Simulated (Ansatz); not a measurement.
# Te on Ni(100): change of the work function, part 2 of 5

Aim: the work function of Ni(100) at several coverages of Te (bridge site), and the dipole that each adsorbate carries.

Ansatz 0.2.0; plane-wave DFT, RPBE, Ansatz PAW (the session's first sound run).

So far, work function, upper face (eV): step 2 (the clean slab) 4.71.

### 3. Adsorbate added, coverage 0.25 ML

System of this step: Te/Ni(100). The cell holds 17 atoms: 16 Ni and 1 Te. Its edges and angles: a = 4.978 Å, b = 4.978 Å, c = 25.765 Å, α = 90.0°, β = 90.0°, γ = 90.0°. Vacuum lies along c.

The clean slab as it ended is repeated in the plane and the adsorbate is set on one face; the cell's size fixes the coverage, and the k-mesh shrinks with it to keep the sampling density about even. Adsorbate and upper layers relax, since the dipole depends on the height.

Input file input.yaml:

```yaml
crystal:
  lattice:
    - [4.9780317396, 0.0, 0.0]
    - [0.0, 4.9780317396, 0.0]
    - [0.0, 0.0, 25.764863323]
  atoms:
    - { symbol: Ni, position: [0.25, 0.25, 0.3493129339], spin: 0.78 }
    - { symbol: Ni, position: [0.0, 0.0, 0.4176230188], spin: 0.71 }
    - { symbol: Ni, position: [0.25, 0.25, 0.4881965863], spin: 0.71 }
    - { symbol: Ni, position: [0.0, 0.0, 0.5554641274], spin: 0.77 }
    - { symbol: Ni, position: [0.25, 0.75, 0.3493129339], spin: 0.78 }
    - { symbol: Ni, position: [0.0, 0.5, 0.4176230188], spin: 0.71 }
    - { symbol: Ni, position: [0.25, 0.75, 0.4881965863], spin: 0.71 }
    - { symbol: Ni, position: [0.0, 0.5, 0.5554641274], spin: 0.77 }
    - { symbol: Ni, position: [0.75, 0.25, 0.3493129339], spin: 0.78 }
    - { symbol: Ni, position: [0.5, 0.0, 0.4176230188], spin: 0.71 }
    - { symbol: Ni, position: [0.75, 0.25, 0.4881965863], spin: 0.71 }
    - { symbol: Ni, position: [0.5, 0.0, 0.5554641274], spin: 0.77 }
    - { symbol: Ni, position: [0.75, 0.75, 0.3493129339], spin: 0.78 }
    - { symbol: Ni, position: [0.5, 0.5, 0.4176230188], spin: 0.71 }
    - { symbol: Ni, position: [0.75, 0.75, 0.4881965863], spin: 0.71 }
    - { symbol: Ni, position: [0.5, 0.5, 0.5554641274], spin: 0.77 }
    - { symbol: Te, position: [0.25, 0.0, 0.6506870661] }
magnetization:
  spin_polarized: true
kpoints:
  mp_grid: { grid: [6, 6, 1] }
hamiltonian:
  xc: rpbe
scf:
  occupations: { method: fermi_dirac, width: 0.1 }
  convergence: { dr2_threshold: 1.0e-08 }
efield:
  axis: 3
  dipole_correction: true
  ramp_position: 0.97
  ramp_width: 0.06
relax:
  f_tol: 0.02
  max_steps: 60
  constraints: [{ sites: [0, 1, 4, 5, 8, 9, 12, 13] }]
output:
  bader: true
  dos: { projected: true, e_range: [-8, 4] }
  write_potential: true
  write_density: true
  volumetric_format: npy
  elf: true
```

Command:

```bash
$ ansatz run input.yaml --threads 4 --pin off --max-ram 12288MiB --backend cpu --events-out ev --progress --plain --runs-dir out
```

Numbers of over 12 decimals in the logs are rounded to 6 here.

Output:

```text
[...]
Crystal: 17 atoms, lattice volume = 638.474 Å³
Basis set: ecut = 420 eV, 12507 PW (Γ), exchange–correlation on 72×72×360 points (8 copies of the dense FFT grid, shifted against one another)
Bands: 190, of which v1, the nominal top of the filled ones, is band 152 counted from 1 (151 counted from 0)
Symmetry: 4 space group operations
k-points: 16 of 36
[...]
Starting moments: Σ|m| = 11.88 μB on 16 of 17 sites
[...]
SCF iter   1: F=—  HF=-100482.892665 eV  |F-HF|=—  |Δ(HF+E_count)|=         —  Δρ=1.70e-2 (↑1.70e-2 ↓1.63e-2)  dr2=5.61e1  dr2_m=5.53e-1  M=11.694 μB ∫|m|=12.447 μB  β_m=1.00  ethr=3.10e-3  p=-0.000 e·Å  D=-1.30e-6 V/Å  ΔV_dip=0.00 eV  dr2_dipole=9.96e0  V_vac-E_F(+/−)=6.78/6.78 eV  ⟨swp⟩=11.2  Hψ=32126  notcnv=0  defer=308
[...]
SCF iter  19: F=-100499.777967 eV  HF=-100499.777967 eV  |F-HF|=5.82e-11  |Δ(HF+E_count)|=   1.03e-8  Δρ=4.48e-7 (↑1.37e-7 ↓4.48e-7)  dr2=3.46e-9  dr2_m=1.57e-10  M=11.435 μB ∫|m|=13.084 μB  ethr=3.29e-12  p=-0.027 e·Å  D=-7.60e-3 V/Å  ΔV_dip=0.20 eV  dr2_dipole=2.00e-10  V_vac-E_F(+/−)=4.93/4.73 eV  ⟨swp⟩=14.8  Hψ=44016  notcnv=0
SCF 1 converged in 19 iterations: F = -100499.777967 eV  dr2 = 3.46e-9
[...]
relax step   1: F+E_penalty+E_count = -100499.77796671 eV  Δ(F+E_penalty+E_count) = +0.000e0 eV  max|allowed force component| = 2.346e0 eV/Å  Δτ_max = 0.0000 Å  (19 SCF iters, accepted)
[...]
SCF iter  13: F=-100500.216602 eV  HF=-100500.216602 eV  |F-HF|=1.66e-9  |Δ(HF+E_count)|=   1.28e-8  Δρ=5.03e-7 (↑4.67e-7 ↓5.03e-7)  dr2=8.33e-9  dr2_m=2.95e-10  M=11.098 μB ∫|m|=12.716 μB  ethr=1.00e-12  p=-0.003 e·Å  D=-8.32e-4 V/Å  ΔV_dip=0.02 eV  dr2_dipole=1.07e-9  V_vac-E_F(+/−)=4.75/4.73 eV  ⟨swp⟩=11.2  Hψ=43946  notcnv=0
SCF 2 converged in 13 iterations: F = -100500.216602 eV  dr2 = 8.33e-9
[...]
relax step   2: F+E_penalty+E_count = -100500.21660175 eV  Δ(F+E_penalty+E_count) = -4.386e-1 eV  max|allowed force component| = 1.430e0 eV/Å  Δτ_max = 0.1949 Å  (13 SCF iters, accepted)
SCF iter   1: F=—  HF=-100500.354478 eV  |F-HF|=—  |Δ(HF+E_count)|=         —  Δρ=3.98e-3 (↑3.98e-3 ↓3.55e-3)  dr2=2.02e-1  dr2_m=6.10e-2  M=10.667 μB ∫|m|=12.287 μB  β_m=1.00  ethr=5.18e-4  p=-0.003 e·Å  D=-8.32e-4 V/Å  ΔV_dip=0.02 eV  dr2_dipole=5.64e-2  V_vac-E_F(+/−)=4.73/4.71 eV  ⟨swp⟩=4.9  Hψ=15013  notcnv=0  defer=616
[...]
SCF iter  14: F=-100500.337973 eV  HF=-100500.337973 eV  |F-HF|=3.93e-10  |Δ(HF+E_count)|=  9.90e-10  Δρ=4.89e-7 (↑2.55e-7 ↓4.89e-7)  dr2=3.52e-9  dr2_m=1.93e-10  M=10.691 μB ∫|m|=12.263 μB  ethr=1.61e-12  p=0.020 e·Å  D=5.78e-3 V/Å  ΔV_dip=-0.15 eV  dr2_dipole=8.37e-11  V_vac-E_F(+/−)=4.58/4.73 eV  ⟨swp⟩=12.2  Hψ=40365  notcnv=0
SCF 3 converged in 14 iterations: F = -100500.337973 eV  dr2 = 3.52e-9
relax step   3: F+E_penalty+E_count = -100500.33797251 eV  Δ(F+E_penalty+E_count) = -1.214e-1 eV  max|allowed force component| = 6.675e-1 eV/Å  Δτ_max = 0.1995 Å  (14 SCF iters, accepted)
[...]
relax step   4: F+E_penalty+E_count = -100500.37224158 eV  Δ(F+E_penalty+E_count) = -3.427e-2 eV  max|allowed force component| = 1.161e-1 eV/Å  Δτ_max = 0.0396 Å  (14 SCF iters, accepted)
[...]
relax step   5: F+E_penalty+E_count = -100500.37671668 eV  Δ(F+E_penalty+E_count) = -4.475e-3 eV  max|allowed force component| = 4.392e-2 eV/Å  Δτ_max = 0.0309 Å  (14 SCF iters, accepted)
SCF iter   1: F=—  HF=-100500.377271 eV  |F-HF|=—  |Δ(HF+E_count)|=         —  Δρ=2.46e-4 (↑2.11e-4 ↓2.46e-4)  dr2=8.86e-4  dr2_m=1.16e-4  M=10.751 μB ∫|m|=12.327 μB  β_m=1.00  ethr=1.73e-6  p=0.018 e·Å  D=5.15e-3 V/Å  ΔV_dip=-0.13 eV  dr2_dipole=2.15e-5  V_vac-E_F(+/−)=4.59/4.73 eV  ⟨swp⟩=2.9  Hψ=12027  notcnv=0  defer=623
[...]
SCF iter  11: F=-100500.377197 eV  HF=-100500.377197 eV  |F-HF|=4.18e-9  |Δ(HF+E_count)|=   6.78e-9  Δρ=8.80e-7 (↑3.89e-7 ↓8.80e-7)  dr2=7.41e-9  dr2_m=7.22e-10  M=10.747 μB ∫|m|=12.324 μB  ethr=1.00e-12  p=0.018 e·Å  D=5.06e-3 V/Å  ΔV_dip=-0.13 eV  dr2_dipole=6.47e-11  V_vac-E_F(+/−)=4.60/4.73 eV  ⟨swp⟩=9.7  Hψ=44054  notcnv=0
SCF 6 converged in 11 iterations: F = -100500.377197 eV  dr2 = 7.41e-9
relax step   6: F+E_penalty+E_count = -100500.37719729 eV  Δ(F+E_penalty+E_count) = -4.806e-4 eV  max|allowed force component| = 3.017e-3 eV/Å  Δτ_max = 0.0079 Å  (11 SCF iters, accepted)
NSCF: frozen V_eff on 16 k-points
[...]
SCF converged after 11 iterations
Magnetization: 10.7474 μB (157.3737 up, 146.6263 down)
Absolute magnetization: 12.3368 μB (∫|ρ↑−ρ↓|, with the PAW one-centre terms)
[...]
Per-site moments (μB) at R_I (Å): [(0.782871, 1.026719), (0.703938, 1.026719), (0.732572, 1.016829), (0.512011, 0.991355), (0.782871, 1.026719), (0.705202, 1.026719), (0.732572, 1.016829), (0.744545, 1.021360), (0.771678, 1.026719), (0.703938, 1.026719), (0.669236, 1.012541), (0.512011, 0.991355), (0.771678, 1.026719), (0.705202, 1.026719), (0.669236, 1.012541), (0.744545, 1.021360), (0.065982, 0.998481)]
Free energy (F): -100500.377197 eV
[...]
Internal energy: -100499.424743 eV  (E = F + TS)
E sigma→0 (E₀):  -100499.900970 eV
Entropy (-TS):   -0.952454 eV (-56.027 meV/atom)
Fermi energy:    2.331787 eV
Dipole field:    D = 0.005066 V/Å  (p = 0.017874 e·Å, saw-weighted, corrected)
Work function:   Φ+ = 4.5979 eV   Φ− = 4.7284 eV
[...]
--- Forces (eV/Å), atoms counted from 1 ---
  atom   1  Ni     0.00000000     0.00044841     0.12348916
  atom   2  Ni    -0.02217430     0.00000000    -0.05753005
  atom   3  Ni     0.00000000    -0.00123240    -0.00230099
  atom   4  Ni     0.00223409     0.00000000     0.00031773
  atom   5  Ni     0.00000000    -0.00044841     0.12348916
  atom   6  Ni     0.02969980     0.00000000    -0.19220218
  atom   7  Ni     0.00000000     0.00123240    -0.00230099
  atom   8  Ni     0.00301674     0.00000000     0.00020095
  atom   9  Ni     0.00000000     0.00647515     0.12615345
  atom  10  Ni     0.02217430     0.00000000    -0.05753005
  atom  11  Ni     0.00000000    -0.00116585     0.00171334
  atom  12  Ni    -0.00223409     0.00000000     0.00031773
  atom  13  Ni     0.00000000    -0.00647515     0.12615345
  atom  14  Ni    -0.02969980     0.00000000    -0.19220218
  atom  15  Ni     0.00000000     0.00116585     0.00171334
  atom  16  Ni    -0.00301674     0.00000000     0.00020095
  atom  17  Te     0.00000000     0.00000000     0.00032265
  max |Σ_I F_I| component: 5.49e-6 eV/Å
--- Band table (eV; the first three rows and the last of 32) ---
  k-point 0 ↑: bands = [... 148 lower, 1.7809, 1.7828, 1.8345, 1.8608, 1.8808, 2.0416, 2.1044, 2.1529, ... 34 higher]
  k-point 1 ↑: bands = [... 148 lower, 1.7101, 1.7372, 1.7498, 1.7827, 1.9557, 1.9890, 2.0340, 2.1311, ... 34 higher]
  k-point 2 ↑: bands = [... 148 lower, 1.6502, 1.6650, 1.6914, 1.6940, 1.7632, 1.7705, 1.7788, 1.8366, ... 34 higher]
  k-point 15 ↓: bands = [... 148 lower, 2.1161, 2.1420, 2.3006, 2.3615, 2.4849, 2.5627, 2.5686, 2.5787, ... 34 higher]
--- Relaxed structure (6 steps of the walk, 6 accepted, 0 SCFs on fresh bases) ---
  F+E_penalty+E_count = -100500.37719729 eV   max|allowed force component| = 3.017e-3 eV/Å
  atoms:
    - { symbol: Ni, position: [0.25, 0.25, 0.349313] }
    - { symbol: Ni, position: [0.0, 0.0, 0.4176230188] }
    - { symbol: Ni, position: [0.25, 0.252408, 0.487784] }
    - { symbol: Ni, position: [-0.00861091, 0.0, 0.555176] }
    - { symbol: Ni, position: [0.25, 0.750000, 0.349313] }
    - { symbol: Ni, position: [0.0, 0.5, 0.4176230188] }
    - { symbol: Ni, position: [0.25, 0.747592, 0.487784] }
    - { symbol: Ni, position: [0.00130494, 0.5, 0.558088] }
    - { symbol: Ni, position: [0.750000, 0.25, 0.349313] }
    - { symbol: Ni, position: [0.5, 0.0, 0.4176230188] }
    - { symbol: Ni, position: [0.750000, 0.253402, 0.488061] }
    - { symbol: Ni, position: [0.508611, 0.0, 0.555176] }
    - { symbol: Ni, position: [0.750000, 0.750000, 0.349313] }
    - { symbol: Ni, position: [0.5, 0.5, 0.4176230188] }
    - { symbol: Ni, position: [0.750000, 0.746598, 0.488061] }
    - { symbol: Ni, position: [0.498695, 0.5, 0.558088] }
    - { symbol: Te, position: [0.25, 0.0, 0.634734] }
--- Bader charges: 17 sites ---
  site symbol  charge [e]  shift [e]    m [muB]
     0     Ni     -0.0156     0.0001     0.7384
     1     Ni      0.0178     0.0001     0.6603
     2     Ni      0.0203     0.0002     0.6890
     3     Ni     -0.0258     0.0011     0.4749
     4     Ni     -0.0156     0.0001     0.7384
     5     Ni      0.0145     0.0001     0.6615
     6     Ni      0.0203     0.0002     0.6890
     7     Ni      0.0728     0.0001     0.7076
     8     Ni     -0.0145     0.0001     0.7222
     9     Ni      0.0178     0.0001     0.6603
    10     Ni     -0.0089     0.0001     0.6276
    11     Ni     -0.0258     0.0011     0.4749
    12     Ni     -0.0145     0.0001     0.7222
    13     Ni      0.0145     0.0001     0.6615
    14     Ni     -0.0088     0.0001     0.6276
    15     Ni      0.0728     0.0001     0.7076
    16     Te     -0.1209     0.0026     0.1847
  estimated error of the sums over rays = 3.5e-4 e
```

Run time: 25 min. Hardware: 4 threads of Arm Neoverse V1, shared host; peak memory 4.8 GiB; 1.7 h of CPU time.

The steps of the relaxation:

```
step  energy less that of the first step (eV)  largest force component (eV/Å)
   1                                   0.0000                          2.3462
   2                                  -0.4386                          1.4299
   3                                  -0.5600                          0.6675
   4                                  -0.5943                          0.1161
   5                                  -0.5988                          0.0439
   6                                  -0.5992                          0.0030
```

The run keeps the 4 symmetry operations that it works with, so distortions that break them were not tested.

The atoms that moved most (Å):

```
atom      dx      dy      dz  length
Te17   0.000   0.000  -0.411   0.411
Ni16  -0.006   0.000   0.068   0.068
 Ni8   0.006   0.000   0.068   0.068
Ni12   0.043   0.000  -0.007   0.044
 Ni4  -0.043   0.000  -0.007   0.044
Ni15   0.000  -0.017  -0.003   0.017
Ni11   0.000   0.017  -0.003   0.017
 Ni7   0.000  -0.012  -0.011   0.016
```

Final coordinates:

```
Ni Te
1.0
     4.97803    0.00000    0.00000
     0.00000    4.97803    0.00000
     0.00000    0.00000   25.76486
Ni Te
16 1
Direct
  0.25000 0.25000 0.34931
  0.00000 0.00000 0.41762
  0.25000 0.25241 0.48778
  0.99139 0.00000 0.55518
  0.25000 0.75000 0.34931
  0.00000 0.50000 0.41762
  0.25000 0.74759 0.48778
  0.00130 0.50000 0.55809
  0.75000 0.25000 0.34931
  0.50000 0.00000 0.41762
  0.75000 0.25340 0.48806
  0.50861 0.00000 0.55518
  0.75000 0.75000 0.34931
  0.50000 0.50000 0.41762
  0.75000 0.74660 0.48806
  0.49870 0.50000 0.55809
  0.25000 0.00000 0.63473
```

Numbers from this step:

* energy at zero smearing: -100499.9010 eV
* total moment: 10.75 μB
* work function, upper face: 4.598 eV
* work function, lower face: 4.728 eV
* dipole along the normal: 0.01787 e·Å
* step between the vacuum levels: -0.1305 eV

Running mean over 1.76 Å of the planar mean; the ramp of the sawtooth is left out. Electron's electrostatic potential energy less the Fermi level against z:

z (Å), electron's electrostatic potential energy less the Fermi level (eV) and a bar from the least value:
```
        4        4.7 ##############################
        5        4.7 ##############################
        6        4.7 ##############################
        7        4.2 #############################
        8       -1.8 #################
        9      -10.0 #
       10      -10.3 
       11      -10.2 
       12      -10.0 #
       13      -10.3 
       14      -10.2 
       15       -6.8 #######
       16        1.3 #######################
       17        2.5 ##########################
       18        3.9 ############################
       19        4.6 ##############################
       20        4.6 ##############################
       21        4.6 ##############################
       22        4.6 ##############################
```

The density of states has structure finer than the step of the table below, so its rows give means over 0.25 eV, whole bins alone (the curve runs from -8 to 1.98 eV). Peaks (eV: height): total -2.350: 56.9, -2.170: 54.9, -2.020: 48.5, -1.650: 52.4, -1.380: 56.4, -0.930: 70.3, -0.660: 71.8; up -2.170: 39.6, -2.020: 30.2, -1.950: 30.0, -1.650: 35.0, -1.140: 31.9, -0.900: 34.5, -0.660: 47.6; down -2.350: 30.0, -1.530: 32.7, -1.380: 31.2, -0.930: 38.4, -0.450: 29.9, -0.150: 30.0, 0.240: 30.3.

The density of states by energy, zero at the Fermi level; means over each step; values in states/eV a cell:

```
energy (eV)  total     up   down
      -7.75   1.11  0.548  0.561
      -7.50   1.07  0.544  0.530
      -7.25   1.11  0.555  0.554
      -7.00   1.17  0.592  0.582
      -6.75   1.24  0.603  0.633
      -6.50   2.51   1.24   1.26
      -6.25   2.86   1.44   1.43
      -6.00   2.19   1.15   1.05
      -5.75   2.56   1.34   1.22
      -5.50   2.95   1.54   1.41
      -5.25   3.96   2.12   1.84
      -5.00   3.75   2.20   1.55
      -4.75   5.34   2.46   2.89
      -4.50   8.44   5.95   2.49
      -4.25   13.1   8.87   4.20
      -4.00   16.3   9.72   6.54
      -3.75   26.3   18.1   8.19
      -3.50   21.1   13.3   7.80
      -3.25   30.4   16.5   13.9
      -3.00   29.6   16.6   13.0
      -2.75   32.2   18.7   13.4
      -2.50   32.5   17.3   15.2
      -2.25   46.4   29.0   17.4
      -2.00   40.4   23.9   16.4
      -1.75   39.0   21.9   17.1
      -1.50   47.9   22.9   25.0
      -1.25   48.0   26.9   21.0
      -1.00   54.1   30.0   24.0
      -0.75   56.9   34.1   22.7
      -0.50   38.4   14.0   24.5
      -0.25   31.0   5.87   25.2
       0.00   27.9   3.27   24.6
       0.25   27.3   3.27   24.0
       0.50   8.56   2.10   6.45
       0.75   7.13   2.64   4.49
       1.00   5.85   3.04   2.81
       1.25   6.07   3.16   2.91
       1.50   5.77   2.39   3.37
       1.75   6.28   2.69   3.59
```

Projected DOS per atom over height of the atomic layer and energy from the Fermi level. Layers: Ni4 Ni4 Ni4 Ni4 Te from below.

Values in states/eV, 22 rows by 5 columns, each cell a mean:
```
0.22 0.28 0.22 0.25 0.33
0.26 0.30 0.24 0.28 0.38
0.34 0.31 0.31 0.35 0.50
1.04 1.00 0.96 0.89 0.84
2.08 1.56 1.62 1.82 0.89
2.87 2.30 2.31 2.74 0.92
3.95 2.85 2.55 3.56 0.46
3.35 2.57 2.77 3.00 0.59
2.66 1.93 2.18 2.40 0.81
2.28 2.45 2.42 2.27 1.51
1.47 1.79 1.89 1.93 1.76
1.22 1.93 1.79 1.44 1.00
0.95 1.90 1.74 1.07 0.89
0.54 1.05 1.09 0.67 0.65
0.30 0.51 0.55 0.36 0.30
0.18 0.29 0.29 0.20 0.15
0.12 0.24 0.24 0.14 0.07
0.12 0.16 0.16 0.12 0.08
0.13 0.17 0.18 0.12 0.10
0.03 0.11 0.11 0.03 0.02
0.03 0.11 0.11 0.03 0.02
0.03 0.11 0.10 0.02 0.02
```
Columns: height of the atomic layer (Å) from 9 to 16.4 (not evenly spaced); rows upwards: energy from the Fermi level (eV) from -7.96 to 1.95.

Projected DOS per atom, spin up over height of the atomic layer and energy from the Fermi level. Layers: Ni4 Ni4 Ni4 Ni4 Te from below.

Ten even steps from '0' (0.01 states/eV) to '9' (2.24 states/eV), each cell a mean:
```
00000
00000
00001
00001
00012
44552
97681
75571
84461
66652
44454
23332
25521
13311
01100
00000
00000
00000
00000
00000
00000
00000
```
Columns: height of the atomic layer (Å) from 9 to 16.4 (not evenly spaced); rows upwards: energy from the Fermi level (eV) from -7.96 to 1.95.

Projected DOS per atom, spin down over height of the atomic layer and energy from the Fermi level. Layers: Ni4 Ni4 Ni4 Ni4 Te from below.

Ten even steps from '_' (0.01 states/eV) to '@' (1.91 states/eV), each cell a mean:
```
__________
________..
..____....
======--::
@@####%%..
@@****%%..
%%++++%%__
%%**####..
==++++==::
======++++
::--====--
::++==::::
..::--::::
__........
__________
__________
__________
__________
__________
__________
__________
__________
```
Columns: height of the atomic layer (Å) from 9 to 16.4 (not evenly spaced); rows upwards: energy from the Fermi level (eV) from -7.96 to 1.95.

Site moment by atom:

```
atom  site moment (μB)
 Ni1             0.783
 Ni2             0.704
 Ni3             0.733
 Ni4             0.512
 Ni5             0.783
 Ni6             0.705
 Ni7             0.733
 Ni8             0.745
 Ni9             0.772
Ni10             0.704
Ni11             0.669
Ni12             0.512
Ni13             0.772
Ni14             0.705
Ni15             0.669
Ni16             0.745
Te17             0.066
```

Spin density in the ca plane at fractional y = 0.000, with atoms of Ni and Te within 0.2 Å of it.

Ten even steps from '0' (0.0 e/Å³) to '9' (2.0 e/Å³), each cell a mean:
```
00000000045100000014300000000000000000000000
00000000000000000000000000000000000000000000
00000000000000000000000000000000000000000000
00000000000000000000000000000000000000000000
00000000000000000000000000000000000000000000
00000000046100000014300000000000000000000000
00000000179100000016400000000000000000000000
00000000022000000001100000000000000000000000
00000000000000000000000000000000000000000000
00000000000000000000000000000000000000000000
00000000000000000000000000000000000000000000
00000000012000000001000000000000000000000000
00000000179100000016500000000000000000000000
```
Columns run along c (16.0 Å, from fractional 0.29 to 0.91 of the cell), rows up along a (5.0 Å). Atoms in or near the plane, at fractional coordinates: Ni at (0.42, 0.00), Ni at (0.56, 0.99), Ni at (0.42, 0.50), Ni at (0.56, 0.51), Te at (0.63, 0.25).

Valence density in the ca plane at fractional y = 0.000, with atoms of Ni and Te within 0.2 Å of it. It is the smooth field of the valence electrons, not physical close to the nuclei.

Values in e/Å³, 7 rows by 16 columns, each cell a mean:
```
 0  0  0 10  1  0  3 11  0  0  0  0  0  0  0  0
 0  0  0  0  0  0  0  0  0  0  0  0  0  0  0  0
 0  0  0  5  1  0  2  6  0  0  0  0  0  0  0  0
 0  0  0 23  3  0  5 20  0  0  0  0  0  0  0  0
 0  0  0  2  0  0  1  1  2  6  0  0  0  0  0  0
 0  0  0  1  0  0  0  1  2  8  0  0  0  0  0  0
 0  0  0 19  2  0  4 16  1  1  0  0  0  0  0  0
```
Columns run along c (16.0 Å, from fractional 0.29 to 0.91 of the cell), rows up along a (5.0 Å). Atoms in or near the plane, at fractional coordinates: Ni at (0.42, 0.00), Ni at (0.56, 0.99), Ni at (0.42, 0.50), Ni at (0.56, 0.51), Te at (0.63, 0.25).

ELF in the ca plane at fractional y = 0.000, with atoms of Ni and Te within 0.2 Å of it. It is the smooth field of the valence electrons, not physical close to the nuclei.

Ten even steps from '0' (0.00) to '9' (0.78), each cell a mean:
```
12333332356322332246632467776421000000000000
12333332233223333223322223321100000000000000
12333333322333334432222110000000000000000000
12333333322233334332222110000000000000000000
12333332233223333223322233322100000000000000
12333332356322332246632467776421000000000000
12333332477422332247633677899752100000000000
12333332244323333234425655689974100000000000
12333333222233333322236520269985200000000000
12333334322343333332356300058985200000000000
12333333222233333322236520269985200000000000
12333332244323333234425655689974100000000000
12333332478422332247733677899752100000000000
```
Columns run along c (16.0 Å, from fractional 0.29 to 0.91 of the cell), rows up along a (5.0 Å). Atoms in or near the plane, at fractional coordinates: Ni at (0.42, 0.00), Ni at (0.56, 0.99), Ni at (0.42, 0.50), Ni at (0.56, 0.51), Te at (0.63, 0.25).

The relaxation took 6 steps and lowered the energy by 0.60 eV; the largest force on the free atoms ends at 0.0030 eV/Å.

By hand: a sheet of dipoles makes a step −p/(ε₀A) in the electron's potential. With e/ε₀ = 180.95 V·Å, p = 0.01787 e·Å and A = 24.78 Å², that is −180.95 × (0.01787) / 24.78 = -0.131 eV, and the two vacuum levels of the run differ by -0.131 eV.

The covered face has 4.60 eV, -0.11 eV against the clean one; the bare back face has moved by +0.01 eV, a measure of how thin the slab is.

(Part 2 of 5 ends here.)

[Logs are printed without paths, hosts, clocks, repeated set-up lines and the standing remarks that a program may print on its own settings, such as how far it seeks lower states.]

[Hosts, paths, dates, database ids (printed as entryN), source tags and the programs' standing remarks are cut or masked in the printed files.]

[Maps of the electrostatic potential energy from Ansatz leave out the sawtooth potential of an applied field or a dipole correction, so their vacuum need not be flat; planar profiles and work functions include it.]

[The density of states shown here was stored with 400 of the rows of the run's finer table, so its peaks can read low, often by over a quarter, or be missed, and its means over a window can be off by a tenth or more.]
